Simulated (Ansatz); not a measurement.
# The stack of 2H-MoSSe under blue phosphorene, shifted by a third of the diagonal between two gates, part 2 of 3

Aim: screening and gap of the neutral stack of 2H-MoSSe under blue phosphorene, shifted by a third of the diagonal between oppositely charged gates.

Ansatz 0.2.0; plane-wave DFT, LDA, Ansatz PAW (the session's first sound run).

So far. Step 2 (Relaxation): The lattice constant a goes from 3.265 to 3.200 Å.

### 3. Gated layer, displacement field 0

The slab is cut off from its images along the normal. Two sheets of opposite charge stand for the gates, so the stack stays neutral in a displacement field; barriers ahead of the sheets keep electrons from leaking to them. The uncharged case sets the zero.

The cell differs from the one that the last finished run ended in (c 46.433 → 45.017 Å).

input.yaml reads:

```yaml
crystal:
  lattice:
    - [3.2002635642, 0.0, 0.0]
    - [-1.6001317821, 2.7715095454, 0.0]
    - [0.0, 0.0, 45.0171975396]
  atoms:
    - { symbol: Se, position: [0.3333333333, 0.6666666667, 0.4187288643] }
    - { symbol: Mo, position: [0.0, 0.0, 0.4561064401] }
    - { symbol: S, position: [0.3333333333, 0.6666666667, 0.4898056251] }
    - { symbol: P, position: [0.0, 0.0, 0.5536545421] }
    - { symbol: P, position: [0.6666666667, 0.3333333333, 0.5812711357] }
  periodic: [true, true, false]
  symmetry: { detect: true }
kpoints:
  mp_grid: { grid: [54, 54, 1] }
  band_path:
    path: [[0, 0, 0], [0.5, 0, 0], [0.33333333, 0.33333333, 0], [0, 0, 0]]
    npoints: 16
hamiltonian:
  xc: lda
scf:
  occupations: { method: fermi_dirac, width: 0.05 }
  convergence: { dr2_threshold: 1.0e-10 }
output:
  forces: true
  eigenvalues: true
  dos: { projected: true, e_range: [-3, 3], de: 0.01 }
  write_potential: true
  write_density: true
  volumetric_format: npy
  elf: true
external_charges:
  - { charge: 0, barrier: 10, axis: 3, height: 28.667, sigma: 0.25 }
  - { charge: 0, barrier: 10, axis: 3, height: 16.35, sigma: 0.25 }
```

Run with:

```
> ansatz run input.yaml --threads 8 --pin off --max-ram 12288MiB --backend cpu --events-out ev --progress --plain --runs-dir out
```

Numbers of over 12 decimals in the logs are rounded to 6 here.

The log of the run:

```text
[...]
Crystal: 5 atoms, lattice volume = 399.283 Å³
Basis set: ecut = 420 eV, 7891 PW (Γ)
Bands: 28, of which v1, the nominal top of the filled ones, is band 23 counted from 1 (22 counted from 0)
Symmetry: 6 space group operations
[...]
k-points: 271 of 2916 (time reversal used)
[...]
SCF iter   1: F=—  HF=-12549.817913 eV  |F-HF|=—  |Δ(HF+E_count)|=         —  Δρ=4.00e-3  dr2=2.35e-1  ethr=1.77e-3  ⟨swp⟩=16.9  Hψ=68988  notcnv=0
[...]
SCF iter  15: F=-12549.800565 eV  HF=-12549.800565 eV  |F-HF|=2.00e-11  |Δ(HF+E_count)|=  1.18e-10  Δρ=4.36e-8  dr2=3.44e-11  ethr=1.00e-12  ⟨swp⟩=8.8  Hψ=50642  notcnv=0
SCF 1 converged in 15 iterations: F = -12549.800565 eV  dr2 = 3.44e-11
[...]
NSCF: frozen V_eff on 49 k-points
[...]
SCF converged after 15 iterations
Free energy (F): -12549.800565 eV
[...]
Internal energy: -12549.800560 eV  (E = F + TS)
E sigma→0 (E₀):  -12549.800563 eV
Entropy (-TS):   -0.000005 eV (-0.001 meV/atom)
Fermi energy:    -4.354710 eV
[...]
--- Forces (eV/Å), atoms and charges each counted from 1 ---
  atom   1  Se     0.00000000     0.00000000     0.11860601
  atom   2  Mo    -0.00000000     0.00000000     0.01379771
  atom   3  S      0.00000000     0.00000000    -0.00079196
  atom   4  P      0.00000000     0.00000000    -0.02102623
  atom   5  P      0.00000000     0.00000000    -0.12709279
  external charge   1     0.00000000     0.00000000     0.15002540
  external charge   2     0.00000000     0.00000000    -0.13478308
  max |Σ_I F_I| component, the external charges' with the atoms': 1.26e-3 eV/Å
--- Band table (eV; the first three rows and the last of 271) ---
  k-point 0: bands = [... 19 lower, -6.3589, -5.6024, -5.6024, -4.7916, -2.6536, -2.6536, -2.2447, -2.2447, ... 1 higher]
  k-point 1: bands = [... 19 lower, -6.3551, -5.6599, -5.6176, -4.7949, -2.6624, -2.6462, -2.2683, -2.2503, ... 1 higher]
  k-point 2: bands = [... 19 lower, -6.3444, -5.8229, -5.6621, -4.8060, -2.6876, -2.6253, -2.3355, -2.2661, ... 1 higher]
  k-point 270: bands = [... 19 lower, -7.7938, -7.4805, -7.3383, -5.5886, -3.8929, -3.7344, -2.8436, -2.0028, ... 1 higher]
```

Wall time 81 s (8 threads of Arm Neoverse V2, shared host); peak memory 2.5 GiB; 11 min of CPU time.

Reading the cycles: dr2 is the Hartree energy of the density residual (eV), the measure of convergence; HF is the Harris–Foulkes estimate of the energy, which meets the free energy F at convergence.

This step gave:

- gap along the path: 0.8986 eV
- smallest direct gap along the path: 1.696 eV
- gap, the smaller of path and mesh: 0.8986 eV
- potential beyond the upper barrier and gate, less the barrier, from the Fermi level: 4.670 eV

Running mean over a fixed 2.7 Å (it still follows the layers) of the planar mean; beyond a gate it holds the 10 eV model barrier. The electron's electrostatic potential energy less the Fermi level by z:

z (Å), electron's electrostatic potential energy less the Fermi level (eV) and a bar from the least value:
```
        4       14.0 #############################
        6       14.0 #############################
        8       14.0 #############################
       10       14.0 #############################
       12       14.0 #############################
       14       14.0 #############################
       16       10.3 #########################
       18       -1.1 ############
       20      -11.1 
       22       -6.6 #####
       24       -3.1 #########
       26       -9.1 ##
       28        5.7 ####################
       30       14.3 ##############################
       32       14.7 ##############################
       34       14.7 ##############################
       36       14.7 ##############################
       38       14.7 ##############################
       40       14.7 ##############################
```

The density of states has structure finer than the step of the table below, so its rows give means over 0.2 eV, whole bins alone (the curve runs from -3 to 2.14 eV). Peaks (eV: height): -1.89: 11.3, 0.68: 7.21, 0.82: 6.27, 1.00: 7.42, 1.20: 10.4, 1.53: 8.58, 2.05: 9.02.

Table of density of states by energy, zero at the Fermi level of the run, which the smearing sets inside the gap; means over each step:

```
energy (eV)  density of states (states/eV a cell)
       -2.8                                  4.11
       -2.6                                  4.22
       -2.4                                  4.31
       -2.2                                  2.57
       -2.0                                  4.59
       -1.8                                  4.07
       -1.6                                  2.97
       -1.4                                  2.33
       -1.2                                  1.55
       -1.0                                 0.635
       -0.8                                 0.461
       -0.6                                 0.451
       -0.4                                 0.175
       -0.2                                     0
        0.0                                     0
        0.2                                     0
        0.4                                0.0874
        0.6                                  3.27
        0.8                                  4.54
        1.0                                  3.62
        1.2                                  5.41
        1.4                                  5.27
        1.6                                  5.84
        1.8                                  3.52
        2.0                                  3.84
```

Projected DOS per atom over height of the atomic layer and energy from the Fermi level. Layers: Se Mo S P P from below.

Ten even steps from '0' (0.00 states/eV) to '9' (3.33 states/eV), each cell a mean:
```
13122
13211
26311
29111
16011
26001
14011
00000
00000
00000
00000
00000
00000
00000
01011
02011
13111
27222
11111
32222
32211
43200
```
Columns: height of the atomic layer (Å) from 18.9 to 26.2 (not evenly spaced); rows upwards: energy from the Fermi level (eV) from -2.98 to 2.12.

The electronic bands at the labelled points (eV, zero at the Fermi level of the run, which the smearing sets inside the gap):

```
  point  band 20  band 21  band 22  band 23  band 24  band 25  band 26  band 27
      Γ    -2.00    -1.25    -1.25    -0.44     1.70     1.70     2.11     2.11
halfway    -2.68    -2.65    -2.02    -1.23     0.80     1.11     1.23     1.92
      M    -3.34    -2.66    -1.92    -1.86     0.66     1.01     1.35     2.04
halfway    -3.56    -3.22    -2.60    -1.49     0.89     1.41     1.87     2.04
      K    -3.44    -3.13    -2.98    -1.23     0.46     0.62     1.51     2.35
halfway    -3.04    -2.36    -1.90    -1.26     0.60     1.20     1.50     2.54
      Γ    -2.00    -1.25    -1.25    -0.44     1.70     1.70     2.11     2.11
```

Force by atom:

```
atom  x (eV/Å)  y (eV/Å)  z (eV/Å)   size
 Se1     0.000     0.000     0.119  0.119
 Mo2     0.000     0.000     0.014  0.014
  S3     0.000     0.000    -0.001  0.001
  P4     0.000     0.000    -0.021  0.021
  P5     0.000     0.000    -0.127  0.127
```

ELF in the ca plane at fractional y = 0.667, with atoms of Se and S within 0.2 Å of it. It is the smooth field of the valence electrons, not physical close to the nuclei.

Values, 5 rows by 16 columns, each cell a mean:
```
0.00 0.00 0.00 0.00 0.00 0.02 0.16 0.30 0.24 0.24 0.25 0.09 0.58 0.81 0.80 0.72
0.00 0.00 0.00 0.00 0.00 0.15 0.50 0.58 0.29 0.30 0.60 0.29 0.41 0.65 0.65 0.55
0.00 0.00 0.00 0.00 0.03 0.53 0.83 0.58 0.44 0.51 0.61 0.71 0.11 0.17 0.18 0.13
0.00 0.00 0.00 0.00 0.04 0.59 0.83 0.43 0.44 0.52 0.40 0.77 0.08 0.08 0.08 0.06
0.00 0.00 0.00 0.00 0.01 0.30 0.72 0.70 0.36 0.40 0.76 0.48 0.27 0.46 0.46 0.37
```
Columns run along c (16.0 Å, from fractional 0.26 to 0.62 of the cell), rows up along a (3.2 Å). Atoms in or near the plane, at fractional coordinates: Se at (0.42, 0.33), S at (0.49, 0.33).

Valence density in the ca plane at fractional y = 0.667, with atoms of Se and S within 0.2 Å of it. It is the smooth field of the valence electrons, not physical close to the nuclei.

Values in e/Å³, 5 rows by 16 columns, each cell a mean:
```
 0  0  0  0  0  0  0  1  0  0  0  0  1  0  0  0
 0  0  0  0  0  0  0  0  0  0  0  0  0  0  0  0
 0  0  0  0  0  7  2  0  1  1  0  0  0  0  0  0
 0  0  0  0  0 14  3  0  1  1  0  0  0  0  0  0
 0  0  0  0  0  1  1  0  1  0  0  0  0  0  0  0
```
Columns run along c (16.0 Å, from fractional 0.30 to 0.65 of the cell), rows up along a (3.2 Å). Atoms in or near the plane, at fractional coordinates: Se at (0.42, 0.33), S at (0.49, 0.33).

Electrostatic potential energy in the ca plane at fractional y = 0.667, with atoms of Se and S within 0.2 Å of it. With pseudopotentials it is smooth inside the atoms' cores, unlike the true potential.

Ten even steps from '0' (-32 eV) to '9' (10 eV), each cell a mean:
```
99999999987777666653235667777765444456777789
99999999987777766653235667777765444446777789
99999999987776544554455555677765555556777789
99999999987765221256654101467776666667777789
99999999987763243146652000167777777777777789
99999999987762244136651000167777777777777789
99999999987764222256654000467776666667777789
99999999987776534555455545677766555566777789
```
Columns run along c (16.0 Å, from fractional 0.30 to 0.65 of the cell; values clipped at the 3rd and 97th percentile), rows up along a (3.2 Å). Atoms in or near the plane, at fractional coordinates: Se at (0.42, 0.33), S at (0.49, 0.33).

The gap, the smaller of path and mesh, is 0.899 eV.

### 4. Gated layer, displacement field 1.81 V/nm

input.yaml: that of step 3 with these lines changed.

```diff
@@ -26,3 +26,2 @@
   eigenvalues: true
-  dos: { projected: true, e_range: [-3, 3], de: 0.01 }
   write_potential: true
@@ -30,5 +29,6 @@
   volumetric_format: npy
-  elf: true
 external_charges:
   - { charge: 0, barrier: 10, axis: 3, height: 28.667, sigma: 0.25 }
+  - { charge: -0.00887, axis: 3, height: 30.167, sigma: 0.33 }
   - { charge: 0, barrier: 10, axis: 3, height: 16.35, sigma: 0.25 }
+  - { charge: 0.00887, axis: 3, height: 14.85, sigma: 0.33 }
```

The log of the run:

```text
[...]
Crystal: 5 atoms, lattice volume = 399.283 Å³
Basis set: ecut = 420 eV, 7891 PW (Γ)
Bands: 28, of which v1, the nominal top of the filled ones, is band 23 counted from 1 (22 counted from 0)
Symmetry: 6 space group operations
[...]
k-points: 271 of 2916 (time reversal used)
[...]
SCF iter   1: F=—  HF=-12551.229764 eV  |F-HF|=—  |Δ(HF+E_count)|=         —  Δρ=3.18e-2  dr2=5.62e0  ethr=3.10e-3  ⟨swp⟩=16.8  Hψ=66296  notcnv=0
[...]
SCF iter  15: F=-12549.790173 eV  HF=-12549.790173 eV  |F-HF|=1.16e-10  |Δ(HF+E_count)|=  1.27e-10  Δρ=6.56e-8  dr2=4.45e-11  ethr=1.00e-12  ⟨swp⟩=9.0  Hψ=51740  notcnv=0
SCF 1 converged in 15 iterations: F = -12549.790173 eV  dr2 = 4.45e-11
[...]
SCF converged after 15 iterations
Free energy (F): -12549.790173 eV
[...]
Internal energy: -12549.790166 eV  (E = F + TS)
E sigma→0 (E₀):  -12549.790170 eV
Entropy (-TS):   -0.000007 eV (-0.001 meV/atom)
Fermi energy:    -4.362123 eV
[...]
--- Forces (eV/Å), atoms and charges each counted from 1 ---
  atom   1  Se     0.00000000     0.00000000     0.13103078
  atom   2  Mo     0.00000000     0.00000000    -0.00737310
  atom   3  S      0.00000000     0.00000000     0.01125796
  atom   4  P      0.00000000     0.00000000    -0.01715330
  atom   5  P      0.00000000     0.00000000    -0.12239483
  external charge   1     0.00000000     0.00000000     0.14378147
  external charge   2     0.00000000     0.00000000    -0.00080412
  external charge   3     0.00000000     0.00000000    -0.14040754
  external charge   4     0.00000000     0.00000000     0.00080106
  max |Σ_I F_I| component, the external charges' with the atoms': 1.26e-3 eV/Å
--- Band table (eV; the first three rows and the last of 271) ---
  k-point 0: bands = [... 19 lower, -6.3616, -5.5479, -5.5479, -4.7793, -2.6862, -2.6862, -2.2897, -2.2897, ... 1 higher]
  k-point 1: bands = [... 19 lower, -6.3584, -5.6054, -5.5631, -4.7826, -2.6951, -2.6787, -2.3133, -2.2955, ... 1 higher]
  k-point 2: bands = [... 19 lower, -6.3493, -5.7683, -5.6076, -4.7938, -2.7206, -2.6573, -2.3801, -2.3119, ... 1 higher]
  k-point 270: bands = [... 19 lower, -7.8350, -7.4147, -7.2990, -5.6275, -3.9309, -3.6825, -2.8795, -2.0393, ... 1 higher]
```

Run time: 81 s. Hardware: 8 threads; peak memory 2.5 GiB.

This step gave:

* gap along the path: 0.8484 eV
* smallest direct gap along the path: 1.697 eV
* gap, the smaller of path and mesh: 0.8484 eV
* potential beyond the upper barrier and gate, less the barrier, from the Fermi level: 5.253 eV

Electronic bands along the path, in eV, zero at the Fermi level of the run, which the smearing sets inside the gap:

```
  point  band 20  band 21  band 22  band 23  band 24  band 25  band 26  band 27
      Γ    -2.00    -1.19    -1.19    -0.42     1.68     1.68     2.07     2.07
halfway    -2.70    -2.64    -2.04    -1.18     0.78     1.14     1.20     1.90
      M    -3.36    -2.62    -1.95    -1.87     0.72     0.98     1.32     2.08
halfway    -3.59    -3.25    -2.54    -1.52     0.86     1.44     1.87     2.02
      K    -3.47    -3.05    -2.94    -1.27     0.43     0.68     1.48     2.32
halfway    -3.07    -2.40    -1.92    -1.21     0.56     1.16     1.49     2.60
      Γ    -2.00    -1.19    -1.19    -0.42     1.68     1.68     2.07     2.07
```

Force by atom:

```
atom  x (eV/Å)  y (eV/Å)  z (eV/Å)   size
 Se1     0.000     0.000     0.131  0.131
 Mo2     0.000     0.000    -0.007  0.007
  S3     0.000     0.000     0.011  0.011
  P4     0.000     0.000    -0.017  0.017
  P5     0.000     0.000    -0.122  0.122
```

The gap, the smaller of path and mesh, is 0.848 eV.

### 5. Gated layer, displacement field -1.81 V/nm

input.yaml: that of step 4 with these lines changed.

```diff
@@ -31,4 +31,4 @@
   - { charge: 0, barrier: 10, axis: 3, height: 28.667, sigma: 0.25 }
-  - { charge: -0.00887, axis: 3, height: 30.167, sigma: 0.33 }
+  - { charge: 0.00887, axis: 3, height: 30.167, sigma: 0.33 }
   - { charge: 0, barrier: 10, axis: 3, height: 16.35, sigma: 0.25 }
-  - { charge: 0.00887, axis: 3, height: 14.85, sigma: 0.33 }
+  - { charge: -0.00887, axis: 3, height: 14.85, sigma: 0.33 }
```

The log of the run:

```text
[...]
Crystal: 5 atoms, lattice volume = 399.283 Å³
Basis set: ecut = 420 eV, 7891 PW (Γ)
Bands: 28, of which v1, the nominal top of the filled ones, is band 23 counted from 1 (22 counted from 0)
Symmetry: 6 space group operations
[...]
k-points: 271 of 2916 (time reversal used)
[...]
--- Band table (eV; the first three rows and the last of 271) ---
  k-point 0: bands = [... 19 lower, -6.3577, -5.6600, -5.6600, -4.8034, -2.6225, -2.6225, -2.2007, -2.2007, ... 1 higher]
  k-point 1: bands = [... 19 lower, -6.3531, -5.7175, -5.6752, -4.8067, -2.6313, -2.6153, -2.2244, -2.2061, ... 1 higher]
  k-point 2: bands = [... 19 lower, -6.3401, -5.8805, -5.7197, -4.8178, -2.6562, -2.5948, -2.2917, -2.2213, ... 1 higher]
  k-point 270: bands = [... 19 lower, -7.7534, -7.5493, -7.3792, -5.5508, -3.8561, -3.7897, -2.8095, -1.9672, ... 1 higher]
[key lines of the parts left out:]
SCF converged after 16 iterations
Free energy (F): -12549.801331 eV
Fermi energy:    -4.359331 eV
```

The job ended after 84 s (8 threads; peak memory 2.5 GiB).

Electronic bands along the path, in eV, zero at the Fermi level of the run, which the smearing sets inside the gap:

```
  point  band 20  band 21  band 22  band 23  band 24  band 25  band 26  band 27
      Γ    -2.00    -1.30    -1.30    -0.44     1.74     1.74     2.16     2.16
halfway    -2.64    -2.61    -2.00    -1.27     0.82     1.09     1.27     1.95
      M    -3.32    -2.68    -1.87    -1.82     0.61     1.05     1.38     2.00
halfway    -3.52    -3.18    -2.64    -1.45     0.93     1.38     1.89     2.07
      K    -3.39    -3.19    -3.02    -1.19     0.50     0.57     1.55     2.39
halfway    -3.00    -2.32    -1.87    -1.31     0.64     1.24     1.53     2.50
      Γ    -2.00    -1.30    -1.30    -0.44     1.74     1.74     2.16     2.16
```

The gap, the smaller of path and mesh, is 0.945 eV.

### 6. Gated layer, displacement field 3.62 V/nm

input.yaml: that of step 5 with these lines changed.

```diff
@@ -31,4 +31,4 @@
   - { charge: 0, barrier: 10, axis: 3, height: 28.667, sigma: 0.25 }
-  - { charge: 0.00887, axis: 3, height: 30.167, sigma: 0.33 }
+  - { charge: -0.017739, axis: 3, height: 30.167, sigma: 0.33 }
   - { charge: 0, barrier: 10, axis: 3, height: 16.35, sigma: 0.25 }
-  - { charge: -0.00887, axis: 3, height: 14.85, sigma: 0.33 }
+  - { charge: 0.017739, axis: 3, height: 14.85, sigma: 0.33 }
```

The log of the run:

```text
[...]
Crystal: 5 atoms, lattice volume = 399.283 Å³
Basis set: ecut = 420 eV, 7891 PW (Γ)
Bands: 28, of which v1, the nominal top of the filled ones, is band 23 counted from 1 (22 counted from 0)
Symmetry: 6 space group operations
[...]
k-points: 271 of 2916 (time reversal used)
[...]
--- Band table (eV; the first three rows and the last of 271) ---
  k-point 0: bands = [... 19 lower, -6.3660, -5.4967, -5.4967, -4.7667, -2.7201, -2.7201, -2.3354, -2.3354, ... 1 higher]
  k-point 1: bands = [... 19 lower, -6.3632, -5.5542, -5.5119, -4.7700, -2.7291, -2.7124, -2.3590, -2.3414, ... 1 higher]
  k-point 2: bands = [... 19 lower, -6.3553, -5.7170, -5.5565, -4.7813, -2.7551, -2.6907, -2.4254, -2.3584, ... 1 higher]
  k-point 270: bands = [... 19 lower, -7.8768, -7.3521, -7.2618, -5.6672, -3.9696, -3.6342, -2.9169, -2.0766, ... 1 higher]
[key lines of the parts left out:]
SCF converged after 16 iterations
Free energy (F): -12549.770180 eV
Fermi energy:    -4.374182 eV
```

Elapsed: 74 s, on 8 threads; peak memory 2.5 GiB; 9.7 min of CPU time.

Electronic bands along the path, in eV, zero at the Fermi level of the run, which the smearing sets inside the gap:

```
  point  band 20  band 21  band 22  band 23  band 24  band 25  band 26  band 27
      Γ    -1.99    -1.12    -1.12    -0.39     1.65     1.65     2.04     2.04
halfway    -2.73    -2.58    -2.06    -1.13     0.76     1.17     1.19     1.89
      M    -3.38    -2.59    -1.98    -1.89     0.78     0.95     1.30     2.13
halfway    -3.62    -3.27    -2.49    -1.54     0.83     1.46     1.89     2.00
      K    -3.50    -2.98    -2.89    -1.29     0.40     0.74     1.46     2.30
halfway    -3.10    -2.44    -1.94    -1.15     0.53     1.14     1.47     2.66
      Γ    -1.99    -1.12    -1.12    -0.39     1.65     1.65     2.04     2.04
```

The gap, the smaller of path and mesh, is 0.797 eV.

(Continued in part 3 of 3.)

[Logs are printed without paths, hosts, clocks, repeated set-up lines and the standing remarks that a program may print on its own settings, such as how far it seeks lower states.]

[Hosts, paths, dates, database ids (printed as entryN), source tags and the programs' standing remarks are cut or masked in the printed files.]

[Maps of the electrostatic potential energy from Ansatz leave out the sawtooth potential of an applied field or a dipole correction, so their vacuum need not be flat; planar profiles and work functions include it.]

[The density of states shown here was stored with 400 of the rows of the run's finer table, so its peaks can read low, often by over a quarter, or be missed, and its means over a window can be off by a tenth or more.]
